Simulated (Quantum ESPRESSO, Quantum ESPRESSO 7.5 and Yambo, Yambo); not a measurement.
# Excitons of BiOCl (P4/nmm): kernels and approximations

Wanted: excitons and ε₂ of BiOCl (P4/nmm), with cost.

Main program and level: Quantum ESPRESSO 7.5 and Yambo 5.3.0; PBEsol and many-body steps on it, plane waves.

**1. Set-up**

The structure is tetragonal, space group P4/nmm (No. 129). Conventional cell: a = 3.886 Å, b = 3.886 Å, c = 7.349 Å, α = 90.00°, β = 90.00°, γ = 90.00°. Nearest to Bi lie 4 O at 2.31 Å and 4 Cl at 3.06 Å. Nearest to Cl lie 4 Bi at 3.06 Å. Nearest to O lie 4 Bi at 2.31 Å. Farther neighbours and most contacts between anions are not listed.

The cell and positions come from the Crystallography Open Database and are kept as given unless a step says otherwise.

**2. Empty states on the mesh, 4×4×2 mesh, 224 bands**

This step: Quantum ESPRESSO 7.5; DFT, PBEsol with spin-orbit coupling, plane waves, norm-conserving pseudopotentials.

The sums over transitions need many empty states on a uniform mesh; this step solves for them.

The input, pw.in:

```
&control
  calculation = 'nscf'
  prefix = 'x'
  outdir = 'o'
  pseudo_dir = 'pseudo'
/
&system
  ibrav = 0
  nat = 6
  ntyp = 3
  ecutwfc = 76.0
  nbnd = 224
  force_symmorphic = .true.
  noncolin = .true.
  lspinorb = .true.
/
&electrons
  conv_thr = 1e-9
  electron_maxstep = 80
  diago_full_acc = .true.
  diago_thr_init = 5e-6
/
ATOMIC_SPECIES
  Bi 208.98 Bi.upf
  Cl 35.45 Cl.upf
  O 15.999 O.upf
CELL_PARAMETERS angstrom
  3.8855100000 0.0000000000 0.0000000000
  0.0000000000 3.8855100000 0.0000000000
  0.0000000000 0.0000000000 7.3489000000
ATOMIC_POSITIONS crystal
  Bi 0.5000000000 0.0000000000 0.3290400000
  Bi 0.0000000000 0.5000000000 0.6709600000
  Cl 0.0000000000 0.5000000000 0.1472000000
  Cl 0.5000000000 0.0000000000 0.8528000000
  O 0.0000000000 0.0000000000 0.5000000000
  O 0.5000000000 0.5000000000 0.5000000000
K_POINTS automatic
  4 4 2 0 0 0
```

The run is started by

```bash
$ OMP_NUM_THREADS=1 mpirun -n 16 pw.x -nk 4 -in pw.in > pw.out
```

What it wrote:

```text
Program PWSCF v.7.5 starts

     This program is part of the open-source Quantum ESPRESSO suite
     for quantum simulation of materials; please cite
         "P. Giannozzi et al., J. Phys.:Condens. Matter 21 395502 (2009);
         "P. Giannozzi et al., J. Phys.:Condens. Matter 29 465901 (2017);
         "P. Giannozzi et al., J. Chem. Phys. 152 154105 (2020);
     in publications or presentations arising from this work. More details at

     Atomic positions and unit cell read from directory:
     o/x.save/

     Message from routine setup:
[...]
-142.6688-142.6688-142.6688-142.6688 -99.2793 -99.2793 -99.2793 -99.2793
[...]
[... 16 further rows ...]
    45.5622  45.5622  45.9732  45.9732  46.2621  46.2621  46.4565  46.4565
    46.9050  46.9050  47.1314  47.1314  47.2717  47.2717  47.3131  47.3131

          k = 0.0000 0.2500-0.2644 (  8390 PWs)   bands (ev):

     [... further k-points ...]

     highest occupied, lowest unoccupied level (ev):     8.8623   11.1954

     XML data file, pseudopotentials, collected wavefunctions

=------------------------------------------------------------------------------=
   JOB DONE.
=------------------------------------------------------------------------------=
```

Elapsed: 81 s, on 16 MPI ranks of Arm Neoverse V1, shared host; peak memory 2.3 GiB.

Numbers from this step:

- gap: 2.333 eV
- k of the valence top: 0, -0.5, -0.5
- k of the conduction bottom: 0, 0, -0.5
- least direct gap: 2.609 eV
- k points computed: 12
- lowest point of the top converged band, above the valence top: 37.41 eV

On this mesh the gap is 2.333 eV.

The density comes from a self-consistent run that is not shown, made with spin-orbit coupling and fully relativistic files.

**3. Conversion and set-up**

This step: Yambo 5.3.0; conversion and set-up on PBEsol with spin-orbit coupling, plane waves, norm-conserving pseudopotentials.

The states are converted to the many-body program's format and the q mesh is built.

The run is started by

```bash
$ (cd o/x.save; p2y > p2y.log; mv SAVE ../..); yambo > setup.log
```

What it wrote:

```text
 Yambo, version 5.3.0

 [02] CORE Variables Setup
 =========================

  [02.01] Unit cells
  ==================

  Cell kind             :  Unknown
  Atoms in the cell     :  Bi  Cl  O
  number of Bi atoms    :  2
  number of Cl atoms    :  2
  number of O  atoms    :  2

  List of atomic masses
  Mass of Bi    :  208.9800
  Mass of Cl    :  35.45000
  Mass of O     :  15.99900

  List of atomic coordinates    : [cc]
  Bi1       :  3.671275  0.000000  4.569513  order 1
  Bi2       :  0.000000  3.671275  9.317895  order 2
[...]
K/Q-points units:
 rlu = crystal or reduced units; cc = cartesian coordinates; iku = interal k-units

 Q [ 1]         [rlu]:  0.000000  0.000000  0.000000
 Q [ 2]         [rlu]:  0.000000  0.000000 -0.500000
 Q [ 3]         [rlu]:  0.000000  0.250000  0.000000
[...]
Q [ 8]         [rlu]:  0.250000  0.250000 -0.500000
 Q [ 9]         [rlu]:  0.250000 -0.500000  0.000000
 Q [10]         [rlu]:  0.250000 -0.500000 -0.500000
 Q [11]         [rlu]: -0.500000 -0.500000  0.000000
 Q [12]         [rlu]: -0.500000 -0.500000 -0.500000

  [03.01] X indexes
  =================

   [03.01.01] Sigma indexes
   ========================

 [06] Game Over & Game summary
```

Wall time 5 s (1 MPI rank); peak memory 0.25 GiB.

**4. Screening and self-energy, 4×4×2 mesh, 224 bands, screening to 88.4 eV**

Now the one-shot GW correction: screening in the RPA, then the self-energy of the levels asked for.

This step: G0W0 on PBEsol with spin-orbit coupling, plane waves, norm-conserving pseudopotentials.

The input, gw1.in:

```
HF_and_locXC
gw0
dyson
ppa
em1d
rim_cut
RandQpts= 1000000
RandGvec= 1 RL
EXXRLvcs= 76 Ry
VXCRLvcs= 304 Ry
Chimod= "HARTREE"
% BndsRnXp
 1 | 224 |
%
NGsBlkXp= 6.5 Ry
% LongDrXp
 1 | 1 | 1 |
%
% GbndRnge
 1 | 224 |
%
DysSolver= "n"
ExtendOut
PPAPntXp= 27.21138 eV
% QPkrange
 6 | 6 | 69 | 76 |
 2 | 2 | 69 | 76 |
 1 | 1 | 69 | 76 |
%
```

The run is started by

```bash
$ OMP_NUM_THREADS=1 mpirun -n 16 yambo -F gw1.in -J gw1 -C gw1 > gw1.log
```

What it wrote:

```text
 Yambo, version 5.3.0

 [02] CORE Variables Setup
 =========================

  [... cell, symmetries and grids as in the set-up ...]

  [02.05] Energies & Occupations
  ==============================

  [X] === General ===
  [X] Electronic Temperature                        :  0.000000  0.000000 [eV K]
  [X] Bosonic    Temperature                        :  0.000000  0.000000 [eV K]
  [X] Finite Temperature mode                       : no
  [X] El. density                                   :  0.64895E+24 [cm-3]
[...]
QP @ state[ 1 ] b range                          :   69   76
   QP @ state[ 2 ] K range                          :   6   6
   QP @ state[ 2 ] b range                          :   69   76
   GF energies kind                                 : Perdew, Burke & Ernzerhof SOL(X)+Perdew, Burke & Ernzerhof SOL(C)
   GF WF`s kind                                     : Perdew, Burke & Ernzerhof SOL(X)+Perdew, Burke & Ernzerhof SOL(C)
   Xs energies kind                                 : Perdew, Burke & Ernzerhof SOL(X)+Perdew, Burke & Ernzerhof SOL(C)
   Xs WF`s kind                                     : Perdew, Burke & Ernzerhof SOL(X)+Perdew, Burke & Ernzerhof SOL(C)

 [11] Game Over & Game summary
```

It took 6.2 min on 16 MPI ranks; peak memory 37 GiB.

This step gave:

| Quantity | Value |
| --- | --- |
| G0W0 gap on the points computed | 3.389 eV |
| starting gap on the mesh | 2.333 eV |
| k of the valence top | 0, -0.5, -0.5 |
| k of the conduction bottom | 0, 0, -0.5 |
| least direct G0W0 gap on the computed points | 3.492 eV |

The gap on the mesh goes from 2.33 eV to 3.39 eV, a correction of +1.06 eV.

The gap opens by 1.055 eV; the next steps shift the empty bands rigidly by 0.882 eV, the correction at the start's least direct gap.

**5. Excitons**

Optical absorption needs the electron-hole interaction, solved here in a basis of vertical transitions on the mesh.

This step: Bethe-Salpeter equation on PBEsol with a scissors shift with spin-orbit coupling, plane waves, norm-conserving pseudopotentials.

The input, bse3.in:

```
optics
bss
bse
em1s
dipoles
rim_cut
RandQpts= 1000000
RandGvec= 1 RL
Chimod= "HARTREE"
BSKmod= "SEX"
BSEmod= "resonant"
BSSmod= "d"
BSENGexx= 30 Ry
BSENGBlk= 6 Ry
% BSEQptR
 1 | 1 |
%
% BSEBands
 61 | 84 |
%
% BEnRange
 0 | 8 | eV
%
% BDmRange
 0.1 | 0.1 | eV
%
BEnSteps= 161
% BLongDir
 1 | 0 | 0 |
%
% BndsRnXs
 1 | 142 |
%
NGsBlkXs= 6 Ry
% LongDrXs
 1 | 1 | 1 |
%
% KfnQP_E
 0.882 | 1.0 | 1.0 |
%
WRbsWF
```

The run is started by

```bash
$ OMP_NUM_THREADS=1 mpirun -n 16 yambo -F bse3.in -J bse3 -C bse3 > bse3.log
```

What it wrote:

```text
 Yambo, version 5.3.0

 [02] CORE Variables Setup
 =========================

  [... cell, symmetries and grids as in the set-up ...]

  [02.05] Energies & Occupations
  ==============================

  [X] === General ===
  [X] Electronic Temperature                        :  0.000000  0.000000 [eV K]
  [X] Bosonic    Temperature                        :  0.000000  0.000000 [eV K]
  [X] Finite Temperature mode                       : no
  [X] El. density                                   :  0.64895E+24 [cm-3]
  [X] Fermi Level                                   :  8.862339 [eV]

  [X] === Gaps and Widths ===
  [X] Conduction Band Min                           :  2.333091 [eV]
  [X] Valence Band Max                              :  0.000000 [eV]
  [X] Filled Bands                                  :   72
  [X] Empty Bands                                   :   73  224
  [X] Direct Gap                                    :  2.609492 [eV]
  [X] Direct Gap localized at k                     :  2
  [X] Indirect Gap                                  :  2.333091 [eV]
  [X] Indirect Gap between kpts                     :   6   2
  [X] Last valence band width                       :  0.698062 [eV]
  [X] 1st conduction band width                     :  1.686063 [eV]

 [03] Transferred momenta grid and indexing
 ==========================================

 [BZ sampling] Q-grid is User defined and/or read from the database

 IBZ Q-points                                      :  12
 BZ  Q-points                                      :   32

 K/Q-points units:
 rlu = crystal or reduced units; cc = cartesian coordinates; iku = interal k-units

 Q [ 1]         [rlu]:  0.000000  0.000000  0.000000
 Q [ 2]         [rlu]:  0.000000  0.000000 -0.500000
 Q [ 3]         [rlu]:  0.000000  0.250000  0.000000
 Q [ 4]         [rlu]:  0.000000  0.250000 -0.500000
 Q [ 5]         [rlu]:  0.000000 -0.500000  0.000000
 Q [ 6]         [rlu]:  0.000000 -0.500000 -0.500000
 Q [ 7]         [rlu]:  0.250000  0.250000  0.000000
 Q [ 8]         [rlu]:  0.250000  0.250000 -0.500000
 Q [ 9]         [rlu]:  0.250000 -0.500000  0.000000
 Q [10]         [rlu]:  0.250000 -0.500000 -0.500000
 Q [11]         [rlu]: -0.500000 -0.500000  0.000000
 Q [12]         [rlu]: -0.500000 -0.500000 -0.500000

  [03.01] X + BSE indexes
  =======================

   [03.01.01] Sigma indexes
   ========================

 [04] Coloumb potential Random Integration (RIM)
 ===============================================

  [04.01] RIM initialization
  ==========================

  * Diagonal components only detected *

  8 x (sBL volume)        :  0.082826 [a.u.]
  sBZ random points       :  1000000
  Points outside the sBZ  :   7992674
  RL volume               :  0.331302 [a.u.]
  Integrated volume       :  0.331606 [a.u.]

  [04.02] RIM integrals
  =====================

  Gamma point sphere radius             :  0.079069 [a.u.]
  Points outside the sphere             :   799840
  [Int_sBZ(q=0) 1/q^2]*(Vol_sBZ)^(-1/3) =:  7.675753
                                 should be <:  7.795600

  Summary of Coulomb integrals for non-metallic bands |Q|[au] RIM/Bare

  Q [1] 0.100000E-4 0.984626 * Q [3] 0.213931 1.039573
  Q [2] 0.226219 1.071722 * Q [7] 0.302544 1.044481
  Q [4] 0.311354 1.052616 * Q [8] 0.377767 1.036265
  Q [5] 0.427861 1.016490 * Q [9] 0.478363 1.015688
  Q [6] 0.483984 1.017078 * Q [10] 0.529156 1.015087
  Q [11] 0.605087 1.009990 * Q [12] 0.645992 1.009529

 [WARNING] [Xs] User bands 1-142 break level degeneracy

 [05] External/Internal QP corrections
 =====================================

 [QP_apply] Action to be applied: USER defined scissor

  [05.01]  QP corrections report
  ==============================

  [K+QP] === General ===
  [K+QP] Electronic Temperature                     :  0.000000  0.000000 [eV K]
  [K+QP] Bosonic    Temperature                     :  0.000000  0.000000 [eV K]
  [K+QP] Finite Temperature mode                    : no
  [K+QP] El. density                                :  0.64895E+24 [cm-3]
[...]
-23.14744 -23.14744 -23.11125 -23.11125 -23.10722 -23.10722 -23.08660 -23.08660
  -20.31750 -20.31750 -20.16132 -20.16132 -20.12170 -20.12170 -20.11360 -20.11360
  -20.11034 -20.11034 -20.06248 -20.06248 -18.35493 -18.35493 -15.67789 -15.67789
  -13.62310 -13.62310 -13.28804 -13.28804  -9.14576  -9.14576  -6.56030  -6.56030
[...]
[... 6 further rows ...]
[...]
Eqp @ K [ 2]
[...]
[... 6 further rows ...]
[...]
Eqp @ K [ 3]
[...]
[... 6 further rows ...]
[...]
Eqp @ K [ 4]
[...]
[... 6 further rows ...]
[...]
Eqp @ K [ 5]
[...]
[... 6 further rows ...]
[...]
Eqp @ K [ 6]
[...]
[... 6 further rows ...]
[...]
Eqp @ K [ 7]
[...]
[... 6 further rows ...]
[...]
Eqp @ K [ 8]
[...]
[... 6 further rows ...]
[...]
Eqp @ K [ 9]
[...]
4.554904  4.554905  5.087753  5.087754  6.553703  6.553705  6.559579  6.559580
     [... 57 further rows ...]
   22.06065  22.06065  22.06065  22.06065  22.42855  22.42855  22.42855  22.42855
   22.62202  22.62202  22.62202  22.62202  22.92389  22.92389  22.92389  22.92389

 [06] Dipoles
 ============

  [06.01] Setup: observables and procedures
  =========================================

  [WARNING] [x,Vnl] slows the Dipoles computation. To neglect it rename the ns.kb_pp file

  [WARNING] [r,Vnl^pseudo] included in position and velocity dipoles.

  [WARNING] In case H contains other non local terms, these are neglected

 [07] Static Dielectric Matrix
 =============================

 [SLK-Inversion]  Pools        :   4
 [SLK-Inversion]  BLACS grid   :  2  2

 [WR./bse3//ndb.em1s]------------------------------------------------------------
  Brillouin Zone Q/K grids (IBZ/BZ)                :   12   32   12   32
  RL vectors                                       :  10253 [WF]
  Coulomb cutoff potential                         : none
  Electronic Temperature                           :  0.000000 [K]
  Bosonic    Temperature                           :  0.000000 [K]
  Static diel. fun.  energies                      : Perdew, Burke & Ernzerhof SOL(X)+Perdew, Burke & Ernzerhof SOL(C)
  wavefunctions                                    : Perdew, Burke & Ernzerhof SOL(X)+Perdew, Burke & Ernzerhof SOL(C)
  Global Gauge                                     : length
  X matrix size                                    :  187
  X band range                                     :    1  142
  X e/h energy range                               : -1.000000 -1.000000 [eV]
  X Time ordering                                  : T
  X Hxc Kernel                                     : HARTREE
  X Drude frequency                                :  0.000000  0.000000
  X poles                                          :  100.0000 [o/o]
  RL vectors in the sum                            :  10253
  [r,Vnl] included                                 : yes
  Field direction                                  :  0.577350E-5  0.577350E-5  0.577350E-5
  BZ energy Double Grid                            : no
  BZ energy DbGd points                            : 0
  BZ Q point size factor                           : -1.000000
  X Optical Averaged directions                    : none

 [08] Bethe Salpeter Equation driver
 ===================================

  [08.01] Bethe Salpeter Equation @q1
  ===================================

   [08.01.01] Transition pre-analysis @q1
   ======================================

   [08.01.02] Transition Groups build-up @q1
   =========================================

   [BSK] Transition groups (total):   48
   [BSK] Size (resonant):   4608
   [BSK]         (total):   4608
   [BSK] N. of matrices :  1

   [08.01.03] Loading Dipoles @q1
   ==============================

   [08.01.04] Independent Particles properties @q1
   ===============================================

   ==========================================================

   [BSE] Exchange components :  2081
   [BSE] Correlation components :   187   677

    [08.01.05.01] Screened interaction header I/O
    =============================================

    [08.01.05.02] Main kernel loop
    ==============================

    [08.01.05.03] Wave-Function Phases
    ==================================

    [BSE] WF phases found       :  33.02951 [o/o]

   [08.01.06] BSE solver(s) @q1
   ============================

   [SLK-Digonalization]  Pools        :   4
   [SLK-Digonalization]  BLACS grid   :  2  2

   [08.01.07] Diago Solver @q1
   ===========================

 [11] Game Over & Game summary
```

The job ended after 7.2 min (16 MPI ranks; peak memory 17 GiB; 1.8 h of CPU time).

This step gave:

* transitions in the window: 4608
* direct gap of the transition levels: 3.491 eV
* lowest state: 3.132 eV
* first strong exciton (over a fiftieth of the strongest listed): 3.187 eV
* binding of the lowest state below the direct gap: 0.3596 eV
* Coulomb term of one mesh cell: 0.4051 eV

The binding is 0.89 times the screened Coulomb term of one mesh cell (0.41 eV), so it is not shown settled.

The lowest state lies at 3.132 eV, 0.360 eV under the direct gap.

Lines within 3 meV are set at the lowest of them, and the highest group, which the list may cut short, is left out. Exciton lines, with heights relative to the strongest:

```
position (eV)  lines merged  strength, relative
        3.132             3                 0.1
        3.150             1                 0.0
        3.183             1                 0.0
        3.187             2                  69
        3.223             1                 0.0
        3.249             3                 100
        3.262             1                 0.0
        3.290             1                 0.0
        3.299             2                 0.7
        3.330             1                 0.0
        3.507             4                 1.0
        3.563             1                 0.0
        3.587             1                 0.1
```

The ε₂ has structure finer than the step of the table below, so its rows give means over 0.2 eV, whole bins alone (the curve runs from 0 to 8 eV). Peaks (eV: height): BSE 3.65: 18.3, 4.15: 14.9, 4.75: 11.2, 5.70: 12.8, 6.60: 8.27; no electron-hole interaction 4.00: 7.81, 4.60: 17.0, 5.20: 10.7, 6.30: 9.01, 7.25: 10.3.

Field along x; broadening 0.1 eV; transition window only. Limits: finite bands, cutoff and mesh; coarse k mesh; exciton not shown settled in the k mesh. The ε₂ by photon energy; means over each step:

```
photon energy (eV)     BSE  no electron-hole interaction
               0.2  0.0593                        0.0422
               0.4  0.0654                        0.0458
               0.6  0.0726                        0.0499
               0.8  0.0811                        0.0546
               1.0  0.0913                        0.0601
               1.2   0.104                        0.0665
               1.4   0.119                        0.0741
               1.6   0.138                        0.0831
               1.8   0.163                        0.0940
               2.0   0.196                         0.107
               2.2   0.242                         0.124
               2.4   0.308                         0.146
               2.6   0.413                         0.175
               2.8   0.599                         0.215
               3.0    1.05                         0.275
               3.2    2.34                         0.373
               3.4    4.76                         0.586
               3.6    15.3                          1.11
               3.8    11.6                          2.19
               4.0    12.5                          6.58
               4.2    14.1                          5.14
               4.4    10.8                          8.87
               4.6    8.45                          15.8
               4.8    9.95                          10.9
               5.0    7.46                          8.71
               5.2    5.51                          9.97
               5.4    5.03                          8.74
               5.6    8.21                          9.52
               5.8    10.5                          7.22
               6.0    6.81                          5.42
               6.2    5.74                          7.46
               6.4    7.14                          7.48
               6.6    8.01                          5.42
               6.8    7.19                          5.68
               7.0    5.86                          6.87
               7.2    4.44                          9.54
               7.4    3.23                          9.36
               7.6    2.42                          8.70
               7.8    1.99                          6.83
```

(Part 1 of 3 ends here.)

[Paths, hosts, dates, memory and timing lines, banners, echoed tables and standing remarks are left out of the program output.]

[Logs are printed without paths, hosts, clocks, repeated set-up lines and the standing remarks that a program may print on its own settings, such as how far it seeks lower states.]

[Runs of the session that timed out or met a known fault of the program may be left out.]

[Hosts, paths, dates, database ids (printed as entryN), source tags and the programs' standing remarks are cut or masked in the printed files.]
